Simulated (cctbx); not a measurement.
**SmRh3C3 with cctbx, script by script**

Library: cctbx 2025.11. The data are simulated by the first script.

## 1. Simulate the data

run.py:

```python
from cctbx import adptbx, crystal, miller, sgtbx, xray
from cctbx.array_family import flex
from iotbx.shelx import hklf
from scitbx import matrix
import scitbx.random

cs = crystal.symmetry(unit_cell=(3.295, 3.295, 16.76, 90, 90, 120), space_group_symbol='Hall: -P 6c 2c')  # P6_3/mmc
atoms = [  # label, site, U (iso, or U11 U22 U33 U12 U13 U23 in A^2), occupancy
    ("Sm1", (0, 0, 0.5), (0.0133, 0.0133, 0.0128, 0.0066, 0.0000, -0.0000), 1),
    ("Rh1", (2/3, 1/3, 0.25), (0.0140, 0.0140, 0.0140, 0.0070, 0.0000, 0.0000), 1),
    ("Rh2", (2/3, 1/3, 0.8697), (0.0124, 0.0124, 0.0174, 0.0062, 0.0000, 0.0000), 1),
    ("C1", (2/3, 1/3, 0.4102), (0.0190, 0.0190, 0.0236, 0.0095, 0.0000, 0.0000), 1),
    ("C2", (2/3, 1/3, 0.75), (0.0224, 0.0224, 0.0205, 0.0112, 0.0000, 0.0000), 1),
]
xs = xray.structure(crystal_symmetry=cs)
for label, site, u, occ in atoms:
    u = adptbx.u_cif_as_u_star(cs.unit_cell(), u) if isinstance(u, tuple) else u
    xs.add_scatterer(xray.scatterer(label, site=site, u=u, occupancy=occ))
xs.set_inelastic_form_factors(0.71073, "sasaki")
xs.show_summary()
p1 = xs.expand_to_p1()
ms = miller.build_set(p1, anomalous_flag=True, d_min=0.77)
flex.set_random_seed(26111)
scitbx.random.set_random_seed(26111)
ms = ms.select(flex.random_double(ms.size()) < 0.5)
i = ms.structure_factors_from_scatterers(p1, algorithm="direct").f_calc().as_intensity_array().data()
i = i / flex.sqrt(1 + 0.1 * i / flex.max(i))  # extinction
i = i * 40000 / flex.max(i)
sig = flex.sqrt(i + flex.pow2(0.06 * i) + 4 ** 2)
noise = scitbx.random.variate(scitbx.random.normal_distribution())(i.size())
data = ms.array(data=i + sig * noise, sigmas=sig).set_observation_type_xray_intensity()
with open("data.hkl", "w") as f:
    data.export_as_shelx_hklf(f)
print("reflections written:", data.size(), " <I/sigma> = %.1f" % flex.mean(data.data() / data.sigmas()))
for h, a, b in list(data.sort("data"))[:12]:
    print("%4d%4d%4d %9.1f %7.1f" % (h + (a, b)))
```

```console
$ python run.py
```

```text
Number of scatterers: 5
At special positions: 5
Unit cell: (3.295, 3.295, 16.76, 90, 90, 120)
Space group: P 63/m m c (No. 194)
reflections written: 690  <I/sigma> = 10.4
   0   0  -8   39466.7  2408.3
   0   0   8   39080.6  2408.3
   1   1   0   34099.0  2088.6
   1  -2  -8   23413.7  1283.2
  -1   2   8   23372.7  1283.2
   1   1   8   22497.4  1283.2
  -1  -1   8   21703.3  1283.2
  -1  -1  -8   20859.5  1283.2
   1   1  -8   20252.1  1283.2
   2  -1  -8   19858.0  1283.2
  -2   1   8   19067.5  1283.2
  -3   0   0   14161.6   777.0
```

It took 0.2 s on 1 thread of Arm Neoverse V2, with other jobs on the host, peak memory 0.07 GiB.

## 2. Refinement (right model, isotropic)

run.py:

```python
import math
from cctbx import adptbx, crystal, maptbx, sgtbx, xray
from cctbx.array_family import flex
from cctbx.xray import observations
from iotbx.shelx import hklf
from scitbx.lstbx import normal_eqns_solving
from smtbx import absolute_structure, utils
from smtbx.refinement import constraints, least_squares

cs = crystal.symmetry(unit_cell=(3.295, 3.295, 16.76, 90, 90, 120), space_group_symbol='Hall: -P 6c 2c')  # P6_3/mmc
atoms = [  # label, site, U (iso, or U11 U22 U33 U12 U13 U23 in A^2), occupancy
    ("Sm1", (0, 0, 0.5), 0.0200, 1),
    ("Rh1", (2/3, 1/3, 0.25), 0.0200, 1),
    ("Rh2", (2/3, 1/3, 0.8691), 0.0200, 1),
    ("C1", (2/3, 1/3, 0.4111), 0.0200, 1),
    ("C2", (2/3, 1/3, 0.75), 0.0200, 1),
]
xs = xray.structure(crystal_symmetry=cs)
for label, site, u, occ in atoms:
    u = adptbx.u_cif_as_u_star(cs.unit_cell(), u) if isinstance(u, tuple) else u
    xs.add_scatterer(xray.scatterer(label, site=site, u=u, occupancy=occ))
xs.set_inelastic_form_factors(0.71073, "sasaki")
raw = hklf.reader(file_name="data.hkl").as_miller_arrays(crystal_symmetry=cs, anomalous=True)[0]
merged = raw.eliminate_sys_absent().merge_equivalents()
fo2 = merged.array().set_observation_type_xray_intensity()
print("Rint %.3f, %d unique reflections to %.2f A" % (merged.r_int(), fo2.size(), fo2.d_min()))
for sc in xs.scatterers():
    sc.flags.set_grad_site(True)
    sc.flags.set_grad_u_aniso(sc.flags.use_u_aniso())
    sc.flags.set_grad_u_iso(sc.flags.use_u_iso())
obs = fo2.as_xray_observations()
extra = {}
rep = constraints.reparametrisation(xs, [], utils.connectivity_table(xs), **extra)
ls = least_squares.crystallographic_ls(obs, rep, weighting_scheme=least_squares.mainstream_shelx_weighting(a=0, b=0))
print("cycle     R1     wR2    GooF  max shift (A)")
for cycle in range(8):
    ls.build_up()
    r1, wr2, goof = ls.r1_factor(cutoff_factor=2)[0], ls.wR2(), ls.goof()
    old = xs.sites_cart()
    normal_eqns_solving.levenberg_marquardt_iterations(ls, n_max_iterations=3, tau=1e-06, step_threshold=1e-7)
    big = flex.max((xs.sites_cart() - old).norms())
    print("%4d %7.4f %7.4f %7.3f %9.5f" % (cycle + 1, r1, wr2, goof, big))
    ls.build_up(objective_only=True)
    if abs(ls.wR2() - wr2) < 5e-5 and big < 5e-4:
        break
ls.build_up()
print("final R1 %.4f wR2 %.4f GooF %.3f  parameters %d  data/parameter %.1f" % (ls.r1_factor(cutoff_factor=2)[0], ls.wR2(), ls.goof(), ls.n_parameters, fo2.size() / ls.n_parameters))
cov = ls.covariance_matrix_and_annotations()
su = dict(zip(cov.annotations, (math.sqrt(max(v, 0)) for v in cov.matrix.matrix_packed_u_diagonal())))
a2 = cs.unit_cell().reciprocal_parameters()[0] ** -2
print("atom        x        y        z      Ueq    occ   su(xyz)  su(Uiso or U11)")
for sc in xs.scatterers():
    s = max(su.get(sc.label + k, 0) for k in (".x", ".y", ".z"))
    npd = "" if sc.is_positive_definite_u(cs.unit_cell()) else "  NPD"
    print("%-5s %8.5f %8.5f %8.5f %8.4f %6.3f %8.5f %7.4f%s" % ((sc.label,) + sc.site + (sc.u_iso_or_equiv(cs.unit_cell()), sc.occupancy, s, su.get(sc.label + ".uiso", su.get(sc.label + ".u11", 0) * a2), npd)))
fo = fo2.f_sq_as_f()
fc = fo.structure_factors_from_scatterers(xs, algorithm="direct").f_calc()
diff = fo.f_obs_minus_f_calc(1 / math.sqrt(ls.scale_factor()), fc).average_bijvoet_mates()
m = diff.fft_map(symmetry_flags=maptbx.use_space_group_symmetry, resolution_factor=0.25).apply_volume_scaling()
print("difference map: max %.2f min %.2f rms %.2f" % (m.statistics().max(), m.statistics().min(), m.statistics().sigma()))
peaks = m.peak_search(parameters=maptbx.peak_search_parameters(min_distance_sym_equiv=0.6, max_clusters=6)).all()
near = xs.closest_distances(peaks.sites(), distance_cutoff=4)
sps = cs.special_position_settings(min_distance_sym_equiv=0.5)
for k, (x, h) in enumerate(zip(peaks.sites(), peaks.heights())):
    ss = sps.site_symmetry(x)
    print("Q%-3d %7.4f %7.4f %7.4f %4d %7.2f  %.2f A from %s" % ((k + 1,) + tuple(t % 1 for t in ss.exact_site()) + (ss.multiplicity(), h, near.smallest_distances[k], xs.scatterers()[near.i_seqs[k]].label)))
```

```console
$ python run.py
```

```text
Rint 0.046, 97 unique reflections to 0.77 A
cycle     R1     wR2    GooF  max shift (A)
   1  0.0691  0.1730   5.523   0.01383
   2  0.0204  0.0637   2.035   0.00004
final R1 0.0204 wR2 0.0637 GooF 2.035  parameters 7  data/parameter 13.9
atom        x        y        z      Ueq    occ   su(xyz)  su(Uiso or U11)
Sm1    0.00000  0.00000  0.50000   0.0128  1.000  0.00000  0.0004
Rh1    0.66667  0.33333  0.25000   0.0141  1.000  0.00000  0.0004
Rh2    0.66667  0.33333  0.86974   0.0135  1.000  0.00006  0.0004
C1     0.66667  0.33333  0.41028   0.0224  1.000  0.00097  0.0028
C2     0.66667  0.33333  0.75000   0.0285  1.000  0.00000  0.0044
difference map: max 2.44 min -1.25 rms 0.28
Q1    0.3333  0.6667  0.1602    4    2.55  0.50 A from Rh2
Q2    0.3333  0.6667  0.0980    4    1.92  0.54 A from Rh2
Q3    0.3333  0.6667  0.7500    2    1.18  0.00 A from Rh1
Q4    0.0000  0.0000  0.0913    4    0.69  1.53 A from Sm1
Q5    0.9926  0.4963  0.0850   12    0.62  0.93 A from C1
Q6    0.0883  0.1765  0.6717   12    0.50  1.84 A from Rh2
```

Time: 0.33 s.

## 3. Refinement (right model, anisotropic)

run.py, as its changes from the last script of this kind:

```diff
@@ -12,5 +12,5 @@
-    ("Sm1", (0, 0, 0.5), 0.0200, 1),
-    ("Rh1", (2/3, 1/3, 0.25), 0.0200, 1),
-    ("Rh2", (2/3, 1/3, 0.8691), 0.0200, 1),
-    ("C1", (2/3, 1/3, 0.4111), 0.0200, 1),
-    ("C2", (2/3, 1/3, 0.75), 0.0200, 1),
+    ("Sm1", (0, 0, 0.5), 0.0128, 1),
+    ("Rh1", (2/3, 1/3, 0.25), 0.0141, 1),
+    ("Rh2", (2/3, 1/3, 0.86974), 0.0135, 1),
+    ("C1", (2/3, 1/3, 0.41028), 0.0224, 1),
+    ("C2", (2/3, 1/3, 0.75), 0.0285, 1),
@@ -22,0 +23 @@
+xs.convert_to_anisotropic()
```

```console
$ python run.py
```

```text
Rint 0.046, 97 unique reflections to 0.77 A
cycle     R1     wR2    GooF  max shift (A)
   1  0.0204  0.0638   2.095   0.00146
   2  0.0114  0.0250   0.822   0.00001
final R1 0.0114 wR2 0.0250 GooF 0.822  parameters 12  data/parameter 8.1
atom        x        y        z      Ueq    occ   su(xyz)  su(Uiso or U11)
Sm1    0.00000  0.00000  0.50000   0.0128  1.000  0.00000  0.0002
Rh1    0.66667  0.33333  0.25000   0.0137  1.000  0.00000  0.0002
Rh2    0.66667  0.33333  0.86970   0.0137  1.000  0.00002  0.0002
C1     0.66667  0.33333  0.41037   0.0186  1.000  0.00039  0.0015
C2     0.66667  0.33333  0.75000   0.0218  1.000  0.00000  0.0021
difference map: max 0.57 min -0.92 rms 0.18
Q1    0.0000  0.0000  0.0967    4    0.58  1.62 A from Sm1
Q2    0.9721  0.4860  0.0846   12    0.56  0.88 A from C1
Q3    0.9746  0.3409  0.0193   24    0.34  1.21 A from Sm1
Q4    0.0063  0.2582  0.2158   24    0.33  1.36 A from C2
Q5    0.1083  0.2166  0.0640   12    0.30  1.24 A from Sm1
Q6    0.1322  0.5661  0.1938   12    0.27  1.10 A from C2
```

Time: 0.32 s.

## 4. Refinement

run.py, as its changes from the last script of this kind:

```diff
@@ -12,5 +12,5 @@
-    ("Sm1", (0, 0, 0.5), 0.0128, 1),
-    ("Rh1", (2/3, 1/3, 0.25), 0.0141, 1),
-    ("Rh2", (2/3, 1/3, 0.86974), 0.0135, 1),
-    ("C1", (2/3, 1/3, 0.41028), 0.0224, 1),
-    ("C2", (2/3, 1/3, 0.75), 0.0285, 1),
+    ("Sm1", (0, 0, 0.5), 0.0200, 1),
+    ("Rh1", (2/3, 1/3, 0.25), 0.0200, 1),
+    ("Rh2", (2/3, 1/3, 0.8601), 0.0200, 1),
+    ("C1", (2/3, 1/3, 0.4254), 0.0200, 1),
+    ("C2", (2/3, 1/3, 0.75), 0.0200, 1),
@@ -23 +22,0 @@
-xs.convert_to_anisotropic()
@@ -37 +36 @@
-for cycle in range(8):
+for cycle in range(10):
@@ -41 +40 @@
-    normal_eqns_solving.levenberg_marquardt_iterations(ls, n_max_iterations=3, tau=1e-06, step_threshold=1e-7)
+    normal_eqns_solving.levenberg_marquardt_iterations(ls, n_max_iterations=3, tau=0.0001, step_threshold=1e-7)
```

```console
$ python run.py
```

```text
Rint 0.046, 97 unique reflections to 0.77 A
cycle     R1     wR2    GooF  max shift (A)
   1  0.7244  0.9513  30.364   0.28777
   2  0.0223  0.0718   2.293   0.03415
   3  0.0204  0.0637   2.035   0.00016
final R1 0.0204 wR2 0.0637 GooF 2.035  parameters 7  data/parameter 13.9
atom        x        y        z      Ueq    occ   su(xyz)  su(Uiso or U11)
Sm1    0.00000  0.00000  0.50000   0.0128  1.000  0.00000  0.0004
Rh1    0.66667  0.33333  0.25000   0.0141  1.000  0.00000  0.0004
Rh2    0.66667  0.33333  0.86974   0.0135  1.000  0.00006  0.0004
C1     0.66667  0.33333  0.41028   0.0224  1.000  0.00097  0.0028
C2     0.66667  0.33333  0.75000   0.0285  1.000  0.00000  0.0044
difference map: max 2.44 min -1.25 rms 0.28
Q1    0.3333  0.6667  0.1602    4    2.55  0.50 A from Rh2
Q2    0.3333  0.6667  0.0980    4    1.92  0.54 A from Rh2
Q3    0.3333  0.6667  0.7500    2    1.18  0.00 A from Rh1
Q4    0.0000  0.0000  0.0913    4    0.69  1.53 A from Sm1
Q5    0.9926  0.4963  0.0850   12    0.62  0.93 A from C1
Q6    0.0883  0.1765  0.6717   12    0.50  1.84 A from Rh2
```

Time: 0.4 s.

This run holds a fault made on purpose: start far from the minimum.

## 5. Refinement

run.py, as its changes from the last script of this kind:

```diff
@@ -12,5 +12,5 @@
-    ("Sm1", (0, 0, 0.5), 0.0200, 1),
-    ("Rh1", (2/3, 1/3, 0.25), 0.0200, 1),
-    ("Rh2", (2/3, 1/3, 0.8601), 0.0200, 1),
-    ("C1", (2/3, 1/3, 0.4254), 0.0200, 1),
-    ("C2", (2/3, 1/3, 0.75), 0.0200, 1),
+    ("Sm1", (0, 0, 0.5), 0.0128, 1),
+    ("Rh1", (2/3, 1/3, 0.25), 0.0141, 1),
+    ("Rh2", (2/3, 1/3, 0.86974), 0.0135, 1),
+    ("C1", (2/3, 1/3, 0.41028), 0.0224, 1),
+    ("C2", (2/3, 1/3, 0.75), 0.0285, 1),
@@ -22 +22,2 @@
-xs.set_inelastic_form_factors(0.71073, "sasaki")
+xs.set_inelastic_form_factors(1.54184, "sasaki")
+xs.convert_to_anisotropic()
@@ -36 +37 @@
-for cycle in range(10):
+for cycle in range(12):
@@ -40 +41 @@
-    normal_eqns_solving.levenberg_marquardt_iterations(ls, n_max_iterations=3, tau=0.0001, step_threshold=1e-7)
+    normal_eqns_solving.levenberg_marquardt_iterations(ls, n_max_iterations=3, tau=1e-06, step_threshold=1e-7)
```

```console
$ python run.py
```

```text
Rint 0.046, 97 unique reflections to 0.77 A
cycle     R1     wR2    GooF  max shift (A)
   1  0.1678  0.4934  16.204   0.00000
final R1 0.1678 wR2 0.4934 GooF 16.204  parameters 12  data/parameter 8.1
atom        x        y        z      Ueq    occ   su(xyz)  su(Uiso or U11)
Sm1    0.00000  0.00000  0.50000   0.0128  1.000  0.00000  0.0045
Rh1    0.66667  0.33333  0.25000   0.0141  1.000  0.00000  0.0046
Rh2    0.66667  0.33333  0.86974   0.0135  1.000  0.00063  0.0040
C1     0.66667  0.33333  0.41028   0.0224  1.000  0.00827  0.0389
C2     0.66667  0.33333  0.75000   0.0285  1.000  0.00000  0.0754
difference map: max 61.73 min -4.12 rms 2.72
Q1    0.0000  0.0000  0.0000    2   61.73  0.00 A from Sm1
Q2    0.3333  0.6667  0.7500    2   17.79  0.00 A from Rh1
Q3    0.3333  0.6667  0.1271    4   17.70  0.05 A from Rh2
Q4    0.0000  0.0000  0.2207    4    4.67  1.96 A from Rh1
Q5    0.0000  0.0000  0.1014    4    4.30  1.70 A from Sm1
Q6    0.3333  0.6667  0.6820    4    2.95  1.14 A from Rh1
```

Time: 0.31 s.

This run holds a fault made on purpose: dispersion terms of the wrong wavelength.

## 6. Refinement

run.py, as its changes from the last script of this kind:

```diff
@@ -15,2 +15 @@
-    ("C1", (2/3, 1/3, 0.41028), 0.0224, 1),
-    ("C2", (2/3, 1/3, 0.75), 0.0285, 1),
+    ("C1", (2/3, 1/3, 0.75), 0.0285, 1),
@@ -22 +21 @@
-xs.set_inelastic_form_factors(1.54184, "sasaki")
+xs.set_inelastic_form_factors(0.71073, "sasaki")
```

```console
$ python run.py
```

```text
Rint 0.046, 97 unique reflections to 0.77 A
cycle     R1     wR2    GooF  max shift (A)
   1  0.0583  0.1797   5.801   0.00313
   2  0.0586  0.1652   5.331   0.00000
final R1 0.0586 wR2 0.1652 GooF 5.331  parameters 9  data/parameter 10.8
atom        x        y        z      Ueq    occ   su(xyz)  su(Uiso or U11)
Sm1    0.00000  0.00000  0.50000   0.0108  1.000  0.00000  0.0011
Rh1    0.66667  0.33333  0.25000   0.0116  1.000  0.00000  0.0013
Rh2    0.66667  0.33333  0.86993   0.0118  1.000  0.00013  0.0011
C1     0.66667  0.33333  0.75000   0.0358  1.000  0.00000  0.0237  NPD
difference map: max 12.36 min -1.61 rms 0.85
Q1    0.3333  0.6667  0.5892    4   12.36  2.02 A from Rh2
Q2    0.0000  0.0000  0.0196    4    4.54  0.33 A from Sm1
Q3    0.3333  0.6667  0.1459    4    4.12  0.26 A from Rh2
Q4    0.3333  0.6667  0.7500    2    2.50  0.00 A from Rh1
Q5    0.3333  0.6667  0.2500    2    2.21  0.00 A from C1
Q6    0.0000  0.0000  0.0900    4    1.30  1.51 A from Sm1
```

It took 0.35 s on 1 thread of Arm Neoverse V2, with other jobs on the host, peak memory 0.09 GiB.

This run holds a fault made on purpose: atom left out: C1.

[Logs are printed without paths, hosts, clocks, repeated set-up lines and the standing remarks that a program may print on its own settings, such as how far it seeks lower states.]
